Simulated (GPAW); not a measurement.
# Settings that the conductance of methylbenzenedithiol between two Cu chains needs

Wanted: a convergence study of zero-bias transport through methylbenzenedithiol between two Cu chains, with run times.

Program: GPAW 26.7.0. Level of theory: GPAW LCAO, PAW setups; Landauer transmission from Green's functions with principal layers (ASE), zero bias. Results are calculated unless marked as measured.

## (1) Set-up

The cell holds 25 atoms: 10 Cu, 2 S, 7 C and 6 H. Cell: a = 15.819 Å, b = 10.652 Å, c = 30.228 Å, α = 90.0°, β = 90.0°, γ = 90.0°. Regions: left lead, 5 atoms (5 Cu); channel, 15 atoms (2 S, 7 C and 6 H); right lead, 5 atoms (5 Cu). Vacuum lies along a and b. The structure is stacked along c, and the current runs across the ab planes.

## (2) The reference run

All settings start at ordinary values; they are then varied in turn, with meshes following the cell where its length changes.

Input file run.py:

```python
import json
import numpy as np
from ase import Atoms
from ase.transport.calculators import TransportCalculator
from gpaw import GPAW, FermiDirac
from gpaw.lcao.tools import get_lcao_hamiltonian
from scipy.linalg import eigh

# The junction with lead layers at both ends, along the third cell vector
device = Atoms(
    ['Cu', 'Cu', 'Cu', 'Cu', 'Cu', 'S', 'C', 'H', 'H', 'C', 'C', 'C', 'C', 'H', 'H', 'C', 'C', 'H', 'H', 'S', 'Cu', 'Cu', 'Cu', 'Cu', 'Cu'],
    positions=[
        [7.90944, 5.32590, 1.15000],
        [7.90944, 5.32590, 3.45000],
        [7.90944, 5.32590, 5.75000],
        [7.90944, 5.32590, 8.05000],
        [7.90944, 5.32590, 10.35000],
        [9.24478, 4.30821, 11.93660],
        [9.20669, 4.25819, 13.71429],
        [7.04955, 4.21312, 13.86223],
        [11.35055, 4.25794, 13.89643],
        [7.99403, 4.21734, 14.40033],
        [10.40435, 4.23781, 14.43500],
        [7.98030, 4.17013, 15.79669],
        [10.40721, 4.19023, 15.84180],
        [12.56888, 4.20076, 15.86478],
        [7.02132, 4.13059, 16.30886],
        [9.17778, 4.16186, 16.52503],
        [11.72697, 4.16868, 16.56489],
        [11.82698, 3.25000, 17.15174],
        [11.81795, 5.03952, 17.22197],
        [9.07477, 4.09653, 18.30789],
        [7.90944, 5.32590, 19.87848],
        [7.90944, 5.32590, 22.17848],
        [7.90944, 5.32590, 24.47848],
        [7.90944, 5.32590, 26.77848],
        [7.90944, 5.32590, 29.07848]],
    cell=[[15.81888, 0.0, 0.0], [0.0, 10.65179, 0.0], [0.0, 0.0, 30.22848]],
    pbc=True)

# One principal layer of the lead: the first 3 atoms of the device
lead = Atoms(
    ['Cu', 'Cu', 'Cu'],
    positions=[
        [7.90944, 5.32590, 1.15000],
        [7.90944, 5.32590, 3.45000],
        [7.90944, 5.32590, 5.75000]],
    cell=[[15.81888, 0.0, 0.0], [0.0, 10.65179, 0.0], [0.0, 0.0, 6.9]],
    pbc=True)

settings = dict(mode='lcao', basis='dzp', xc='PBE', h=0.2,
                occupations=FermiDirac(0.1), maxiter=250,
                mixer=dict(beta=0.1, nmaxold=8, weight=100.0),
                convergence=dict(density=0.0001))
energies = np.arange(-2, 2 + 1e-9, 0.05)
eta = 0.0001
n1, n2 = 1, 1
# k and -k transmit alike, so half of the mesh across the current serves
mesh = [(i, j) for i in range(n1) for j in range(n2) if (i, j) <= (-i % n1, -j % n2)]
weights = np.array([1 if (i, j) == (-i % n1, -j % n2) else 2 for i, j in mesh]) / (n1 * n2)


def ground_state(atoms, size, txt):
    atoms.calc = GPAW(kpts={'size': size, 'gamma': True}, symmetry={'tolerance': 1e-3}, txt=txt, **settings)
    atoms.get_potential_energy()
    return atoms.calc.get_fermi_level()


def blocks(atoms, fermi, points, nz, cells):
    """H - E_F S and S between cell 0 and the cells above it, at each point across the current."""
    kz = np.arange(nz) / nz
    calc = atoms.calc.fixed_density(kpts=[(*k, z) for k in points for z in kz], symmetry='off', txt=None)
    H, S = get_lcao_hamiltonian(calc)
    H = (H - fermi * S).reshape(len(H), len(points), nz, *S.shape[1:])
    S = S.reshape(H.shape[1:])
    phases = [np.exp(-2j * np.pi * kz * R) / nz for R in cells]
    return [(np.einsum('skzij,z->ksij', H, p), np.einsum('kzij,z->kij', S, p)) for p in phases]


def pair(a, b):
    return np.block([[a, b], [b.T.conj(), a]])


def count_channels(h, s, cells, nk=240):
    """Half the number of times that the lead's bands cross each energy, unfolded to its shortest repeat."""
    b = len(h) // cells
    bands = []
    for k in (np.arange(nk + 1) + 0.5) / nk:
        hk, sk = h[:b, :b].copy(), s[:b, :b].copy()
        for R in range(1, cells):
            phase, block = np.exp(2j * np.pi * k * R), slice(R * b, (R + 1) * b)
            hk += h[:b, block] * phase + (h[:b, block] * phase).T.conj()
            sk += s[:b, block] * phase + (s[:b, block] * phase).T.conj()
        bands.append(eigh(hk, sk, eigvals_only=True))
    below = np.array(bands)[:, :, None] < energies
    return (below[1:] != below[:-1]).sum((0, 1)) / 2


fermi_lead = ground_state(lead, (1, 1, 16), 'lead.txt')
fermi_device = ground_state(device, (1, 1, 3), 'device.txt')
T, channels, eigen, tail, misfit, shifts = [], [], [], 0.0, 0.0, []
for first in range(0, len(mesh), 177):
    points = [(i / n1, j / n2) for i, j in mesh[first:first + 177]]
    (H0k, S0k), (H1k, S1k), (H2k, _) = blocks(lead, fermi_lead, points, 5, range(3))
    [(Hk, Sk)] = blocks(device, fermi_device, points, 2, [0])
    tail = max(tail, abs(H2k).max())
    for H0, S0, H1, S1, H, S in zip(H0k, S0k, H1k, S1k, Hk, Sk):
        n = len(S0)
        # Shift the lead onto the potential of the device's first layer
        shift = ((H[:, 0, 0] - H0[:, 0, 0]) / S0[0, 0]).real.mean()
        shifts.append(shift)
        misfit = max(misfit, abs(H[:, :n, :n] - H0 - shift * S0).max())
        Tk, Ck, Ek = [], [], []
        for s in range(len(H)):
            t = s % len(H0)  # a lead without moments serves both spins
            h1, s1 = pair(H0[t] + shift * S0, H1[t] + shift * S1), pair(S0, S1)
            leads = dict(h1=h1, s1=s1, energies=energies, eta=eta, eta1=eta, eta2=eta)
            calc = TransportCalculator(h=H[s], s=S, eigenchannels=0, **leads)
            Tk.append(calc.get_transmission())
            Ck.append(count_channels(h1, s1, 6))
        T.append(Tk)
        channels.append(Ck)
        eigen.append(Ek)
T, channels = np.array(T), np.array(channels)
mean, open_channels = np.einsum('kse,k->se', T, weights), np.einsum('kse,k->se', channels, weights)

print(f'basis functions: device {len(S)}, principal layer {n}')
print(f'Fermi level: lead {fermi_lead:.4f} eV, device {fermi_device:.4f} eV; lead shifted by {np.mean(shifts):.4f} eV')
print(f'largest coupling past the next layer {tail:.2e} eV, largest misfit of the first layer {misfit:.3f} eV')
print('  E-E_F (eV)   ' + 'T (one spin)  channels')
for e, t, c in zip(energies, mean.T, open_channels.T):
    print(f'{e:10.3f}  ', *[f'{x:11.4e}' for x in t], *[f'{x:9.4f}' for x in c])

kT = 8.617333e-5 * 200
fine = np.linspace(energies[0], energies[-1], 4001)
both = np.exp(np.interp(fine, energies, np.log(np.maximum(mean.sum(0) * 2 / len(mean), 1e-30))))
fermi = lambda mu: 1 / (1 + np.exp(np.clip((fine - mu) / kT, -200, 200)))
slope = fermi(0) * (1 - fermi(0)) / kT
G = np.trapezoid(both * slope, fine) / 2
seebeck = -np.trapezoid(both * slope * fine, fine) / (2 * G * 200) * 1e6
print(f'conductance at 200 K: {G:.5g} G0 a cell; thermopower {seebeck:.4g} uV/K')
bias = [0.1, 0.2, 0.5, 1.0, 1.5, 2.0]
current = [38.74 * np.trapezoid(both * (fermi(V / 2) - fermi(-V / 2)), fine) for V in bias]
for V, I in zip(bias, current):
    print(f'current from the zero-bias T(E) at {V} V: {I:.5g} uA')
zero = abs(energies).argmin()
json.dump(dict(energies=energies.tolist(), T=mean.tolist(), channels=open_channels.tolist(), G=G, seebeck=seebeck,
               bias=bias, current=current, tail=tail, misfit=misfit, shift=np.mean(shifts), n_device=len(S), n_lead=n,
               fermi=[fermi_lead, fermi_device], energy=device.get_potential_energy(),
               moments=device.get_magnetic_moments().tolist(), mesh=mesh, weights=weights.tolist(),
               T_k=T[:, :, zero].tolist(), eigen=np.array(eigen[0]).tolist()), open('result.json', 'w'))
```

On the command line:

```sh
$ OMP_NUM_THREADS=1 OPENBLAS_NUM_THREADS=2 python run.py
```

The log of the run:

```text
basis functions: device 297, principal layer 45
Fermi level: lead -4.0915 eV, device -4.0238 eV; lead shifted by -0.0140 eV
largest coupling past the next layer 4.59e-05 eV, largest misfit of the first layer 0.035 eV
  E-E_F (eV)   T (one spin)  channels
    -2.000    3.9424e-01    1.0000
    -1.950    5.6704e-01    1.0000
    -1.900    7.1476e-01    1.0000
    -1.850    6.8026e-01    1.0000
    -1.800    2.5509e-01    1.0000
    -1.750    7.1733e-02    1.0000
    -1.700    7.0771e-02    3.0000
    -1.650    9.1468e-01    3.0000
    -1.600    8.0413e-01    3.0000
    -1.550    8.0542e-01    3.0000
    -1.500    8.2764e-01    3.0000
    -1.450    8.4520e-01    3.0000
    -1.400    8.5605e-01    3.0000
    -1.350    8.5954e-01    3.0000
    -1.300    8.3185e-01    3.0000
    -1.250    7.2714e-01    4.0000
[...]
1.650    3.3082e-03    1.0000
     1.700    3.3239e-03    1.0000
     1.750    3.3530e-03    1.0000
     1.800    3.3956e-03    1.0000
     1.850    3.4520e-03    1.0000
     1.900    3.5226e-03    1.0000
     1.950    3.6082e-03    1.0000
     2.000    3.7096e-03    1.0000
conductance at 200 K: 0.61554 G0 a cell; thermopower 13.58 uV/K
current from the zero-bias T(E) at 0.1 V: 4.3737 uA
current from the zero-bias T(E) at 0.2 V: 7.1724 uA
current from the zero-bias T(E) at 0.5 V: 11.35 uA
current from the zero-bias T(E) at 1.0 V: 20.263 uA
current from the zero-bias T(E) at 1.5 V: 36.282 uA
current from the zero-bias T(E) at 2.0 V: 48.888 uA
```

Elapsed: 2.3 min, on 2 threads of Intel Xeon 6975P-C (Granite Rapids), shared host; peak memory 1.7 GiB.

This step gave:

* conductance: 0.6155 G₀
* largest coupling past the next principal layer: 4.59e-5 eV
* largest misfit of the first principal layer: 0.03498 eV
* shift that aligns the lead: -0.01403 eV
* basis functions of the junction: 297
* basis functions of a principal layer: 45
* transmission at the Fermi level (one spin): 0.7406
* open channels of the lead at the Fermi level (one spin): 1

One spin. Transmission, zone mean against energy, zero at the Fermi level:

| energy (eV) | transmission, zone mean |
| --- | --- |
| -2.00 | 0.394 |
| -1.90 | 0.715 |
| -1.80 | 0.255 |
| -1.70 | 0.0708 |
| -1.65 | 0.915 |
| -1.55 | 0.805 |
| -1.45 | 0.845 |
| -1.35 | 0.860 |
| -1.25 | 0.727 |
| -1.15 | 0.627 |
| -1.05 | 0.794 |
| -1.00 | 0.827 |
| -0.90 | 0.643 |
| -0.80 | 0.548 |
| -0.70 | 0.700 |
| -0.60 | 0.946 |
| -0.55 | 0.952 |
| -0.50 | 0.760 |
| -0.40 | 0.411 |
| -0.25 | 0.317 |
| -0.15 | 0.104 |
| -0.05 | 0.613 |
| 0.00 | 0.741 |
| 0.05 | 0.394 |
| 0.15 | 0.115 |
| 0.25 | 0.0509 |
| 0.40 | 0.0225 |
| 0.50 | 0.0151 |
| 0.60 | 0.0109 |
| 0.70 | 0.00839 |
| 0.80 | 0.00672 |
| 0.90 | 0.00560 |
| 1.05 | 0.00452 |
| 1.15 | 0.00406 |
| 1.25 | 0.00374 |
| 1.35 | 0.00352 |
| 1.45 | 0.00339 |
| 1.55 | 0.00332 |
| 1.70 | 0.00332 |
| 1.80 | 0.00340 |
| 1.90 | 0.00352 |
| 2.00 | 0.00371 |

Crossings of the lead's bands, unfolded to its shortest repeat. Table of open channels, zone mean by energy, zero at the Fermi level:

| energy (eV) | open channels, zone mean |
| --- | --- |
| -2.00 | 1 |
| -1.90 | 1 |
| -1.80 | 1 |
| -1.70 | 3 |
| -1.55 | 3 |
| -1.45 | 3 |
| -1.35 | 3 |
| -1.25 | 4 |
| -1.15 | 4 |
| -1.05 | 4 |
| -0.90 | 4 |
| -0.80 | 6 |
| -0.70 | 6 |
| -0.60 | 6 |
| -0.50 | 4 |
| -0.40 | 4 |
| -0.25 | 4 |
| -0.15 | 3 |
| -0.05 | 1 |
| 0.00 | 1 |
| 0.05 | 1 |
| 0.15 | 1 |
| 0.25 | 1 |
| 0.40 | 1 |
| 0.50 | 1 |
| 0.60 | 1 |
| 0.70 | 1 |
| 0.80 | 1 |
| 0.90 | 1 |
| 1.05 | 1 |
| 1.15 | 1 |
| 1.25 | 1 |
| 1.35 | 1 |
| 1.45 | 1 |
| 1.55 | 1 |
| 1.70 | 1 |
| 1.80 | 1 |
| 1.90 | 1 |
| 2.00 | 1 |

Not self-consistent under bias; the bias window is split evenly. Current through one cell, from the zero-bias transmission against bias:

| bias (V) | current through one cell, from the zero-bias transmission (μA) |
| --- | --- |
| 0.100 | 4.37 |
| 0.200 | 7.17 |
| 0.500 | 11.4 |
| 1.000 | 20.3 |
| 1.500 | 36.3 |
| 2.000 | 48.9 |

Couplings past the next layer reach 4.6e-5 eV, small enough to drop; the matrix elements of the cell's first layer differ from the bulk lead's by up to 0.035 eV. That layer keeps its own values in the calculation, and only beyond it is the lead taken as perfect. The Fermi levels of lead and junction count from different zeros of potential, one for each periodic cell; with both set to zero, the small remaining shift is what aligns them. By hand: G = 0.6155 × 77.48 μS = 47.7 μS, a resistance of 21.0 kΩ; at 0.1 V a linear junction would pass 4.77 μA, and the integral over the bias window gives 4.37 μA.

## (3) Periods in a principal layer

A principal layer must be long enough that orbitals couple only to the neighbouring layers.

run.py: that of step 2 with these lines changed.

```diff
@@ -40,10 +40,8 @@
 
-# One principal layer of the lead: the first 3 atoms of the device
+# One principal layer of the lead: the first 1 atoms of the device
 lead = Atoms(
-    ['Cu', 'Cu', 'Cu'],
+    ['Cu'],
     positions=[
-        [7.90944, 5.32590, 1.15000],
-        [7.90944, 5.32590, 3.45000],
-        [7.90944, 5.32590, 5.75000]],
-    cell=[[15.81888, 0.0, 0.0], [0.0, 10.65179, 0.0], [0.0, 0.0, 6.9]],
+        [7.90944, 5.32590, 1.15000]],
+    cell=[[15.81888, 0.0, 0.0], [0.0, 10.65179, 0.0], [0.0, 0.0, 2.3]],
     pbc=True)
@@ -98,3 +96,3 @@
 
-fermi_lead = ground_state(lead, (1, 1, 16), 'lead.txt')
+fermi_lead = ground_state(lead, (1, 1, 48), 'lead.txt')
 fermi_device = ground_state(device, (1, 1, 3), 'device.txt')
@@ -119,3 +117,3 @@
             Tk.append(calc.get_transmission())
-            Ck.append(count_channels(h1, s1, 6))
+            Ck.append(count_channels(h1, s1, 2))
         T.append(Tk)
```

The log of the run:

```text
LinAlgError: The leading minor of order 14 of B is not positive definite. The factorization of B could not be completed and no eigenvalues or eigenvectors were computed.
```

Wall time 2.3 min (2 threads); peak memory 1.6 GiB.

The run ended with an error.

The program's message: “LinAlgError: The leading minor of order 14 of B is not positive definite. The factorization of B could not be completed and no eigenvalues or eigenvectors were computed.”

## (4) Varying the periods in a principal layer

run.py: that of step 3 with these lines changed.

```diff
@@ -40,8 +40,9 @@
 
-# One principal layer of the lead: the first 1 atoms of the device
+# One principal layer of the lead: the first 2 atoms of the device
 lead = Atoms(
-    ['Cu'],
+    ['Cu', 'Cu'],
     positions=[
-        [7.90944, 5.32590, 1.15000]],
-    cell=[[15.81888, 0.0, 0.0], [0.0, 10.65179, 0.0], [0.0, 0.0, 2.3]],
+        [7.90944, 5.32590, 1.15000],
+        [7.90944, 5.32590, 3.45000]],
+    cell=[[15.81888, 0.0, 0.0], [0.0, 10.65179, 0.0], [0.0, 0.0, 4.6]],
     pbc=True)
@@ -96,3 +97,3 @@
 
-fermi_lead = ground_state(lead, (1, 1, 48), 'lead.txt')
+fermi_lead = ground_state(lead, (1, 1, 24), 'lead.txt')
 fermi_device = ground_state(device, (1, 1, 3), 'device.txt')
@@ -117,3 +118,3 @@
             Tk.append(calc.get_transmission())
-            Ck.append(count_channels(h1, s1, 2))
+            Ck.append(count_channels(h1, s1, 4))
         T.append(Tk)
```

The log of the run:

```text
basis functions: device 297, principal layer 30
Fermi level: lead -4.0915 eV, device -4.0238 eV; lead shifted by -0.0140 eV
largest coupling past the next layer 7.20e-03 eV, largest misfit of the first layer 0.035 eV
  E-E_F (eV)   T (one spin)  channels
    -2.000    3.9434e-01    1.0000
    -1.950    5.6696e-01    1.0000
    -1.900    7.1441e-01    1.0000
    -1.850    6.7987e-01    1.0000
    -1.800    2.5525e-01    1.0000
    -1.750    7.1798e-02    1.0000
    -1.700    7.0779e-02    3.0000
    -1.650    9.1466e-01    3.0000
    -1.600    8.0407e-01    3.0000
    -1.550    8.0532e-01    3.0000
    -1.500    8.2730e-01    3.0000
    -1.450    8.4538e-01    3.0000
    -1.400    8.5613e-01    3.0000
    -1.350    8.5962e-01    3.0000
    -1.300    8.3200e-01    3.0000
    -1.250    7.2474e-01    4.0000
[...]
1.650    3.3035e-03    1.0000
     1.700    3.3123e-03    1.0000
     1.750    3.3345e-03    1.0000
     1.800    3.3699e-03    1.0000
     1.850    3.4189e-03    1.0000
     1.900    3.4818e-03    1.0000
     1.950    3.5593e-03    1.0000
     2.000    3.6522e-03    1.0000
conductance at 200 K: 0.61009 G0 a cell; thermopower 14.31 uV/K
current from the zero-bias T(E) at 0.1 V: 4.3347 uA
current from the zero-bias T(E) at 0.2 V: 7.1009 uA
current from the zero-bias T(E) at 0.5 V: 11.222 uA
current from the zero-bias T(E) at 1.0 V: 20.09 uA
current from the zero-bias T(E) at 1.5 V: 36.09 uA
current from the zero-bias T(E) at 2.0 V: 48.724 uA
```

Run time: 2.3 min. Hardware: 2 threads; peak memory 1.6 GiB.

This step gave:

```yaml
conductance: 0.6101 G₀
largest_coupling_past_the_next_principal_layer: 0.007196 eV
basis_functions_of_a_principal_layer: 30
transmission_at_the_fermi_level_one_spin: 0.7338
```

One spin. The transmission, zone mean by energy, zero at the Fermi level:

| energy (eV) | transmission, zone mean |
| --- | --- |
| -2.00 | 0.394 |
| -1.90 | 0.714 |
| -1.85 | 0.680 |
| -1.70 | 0.0708 |
| -1.65 | 0.915 |
| -1.60 | 0.804 |
| -1.45 | 0.845 |
| -1.30 | 0.832 |
| -1.15 | 0.630 |
| -1.05 | 0.791 |
| -1.00 | 0.828 |
| -0.90 | 0.647 |
| -0.75 | 0.583 |
| -0.60 | 0.946 |
| -0.55 | 0.954 |
| -0.50 | 0.758 |
| -0.35 | 0.336 |
| -0.20 | 0.348 |
| -0.05 | 0.615 |
| 0.00 | 0.734 |
| 0.05 | 0.385 |
| 0.20 | 0.0731 |
| 0.35 | 0.0287 |
| 0.50 | 0.0154 |
| 0.60 | 0.0112 |
| 0.75 | 0.00763 |
| 0.90 | 0.00572 |
| 1.05 | 0.00461 |
| 1.15 | 0.00413 |
| 1.30 | 0.00366 |
| 1.45 | 0.00341 |
| 1.60 | 0.00331 |
| 1.70 | 0.00331 |
| 1.85 | 0.00342 |
| 2.00 | 0.00365 |

Crossings of the lead's bands, unfolded to its shortest repeat. The open channels, zone mean by energy, zero at the Fermi level:

energy (eV), open channels, zone mean and a bar from the least value:
```
   -2.000       1.00 
   -1.800       1.00 
   -1.600       3.00 ############
   -1.400       3.00 ############
   -1.200       4.00 ##################
   -1.000       4.00 ##################
   -0.800       6.00 ##############################
   -0.600       6.00 ##############################
   -0.400       4.00 ##################
   -0.200       3.00 ############
    0.000       1.00 
    0.200       1.00 
    0.400       1.00 
    0.600       1.00 
    0.800       1.00 
    1.000       1.00 
    1.200       1.00 
    1.400       1.00 
    1.600       1.00 
    1.800       1.00 
    2.000       1.00
```

Not self-consistent under bias; the bias window is split evenly. Table of current through one cell, from the zero-bias transmission by bias:

| bias (V) | current through one cell, from the zero-bias transmission (μA) |
| --- | --- |
| 0.100 | 4.33 |
| 0.200 | 7.10 |
| 0.500 | 11.2 |
| 1.000 | 20.1 |
| 1.500 | 36.1 |
| 2.000 | 48.7 |

The conductance, 0.610 G₀, lies 0.9 % below that of the base run. Couplings past the next layer reach 0.0072 eV, small for the conductance, though enough to leave ripples in T(E); the matrix elements of the cell's first layer differ from the bulk lead's by up to 0.035 eV. That layer keeps its own values in the calculation, and only beyond it is the lead taken as perfect.

(Part 1 of 4 ends here.)

[Logs are printed without paths, hosts, clocks, repeated set-up lines and the standing remarks that a program may print on its own settings, such as how far it seeks lower states.]

[Hosts, paths, dates, database ids (printed as entryN), source tags and the programs' standing remarks are cut or masked in the printed files.]
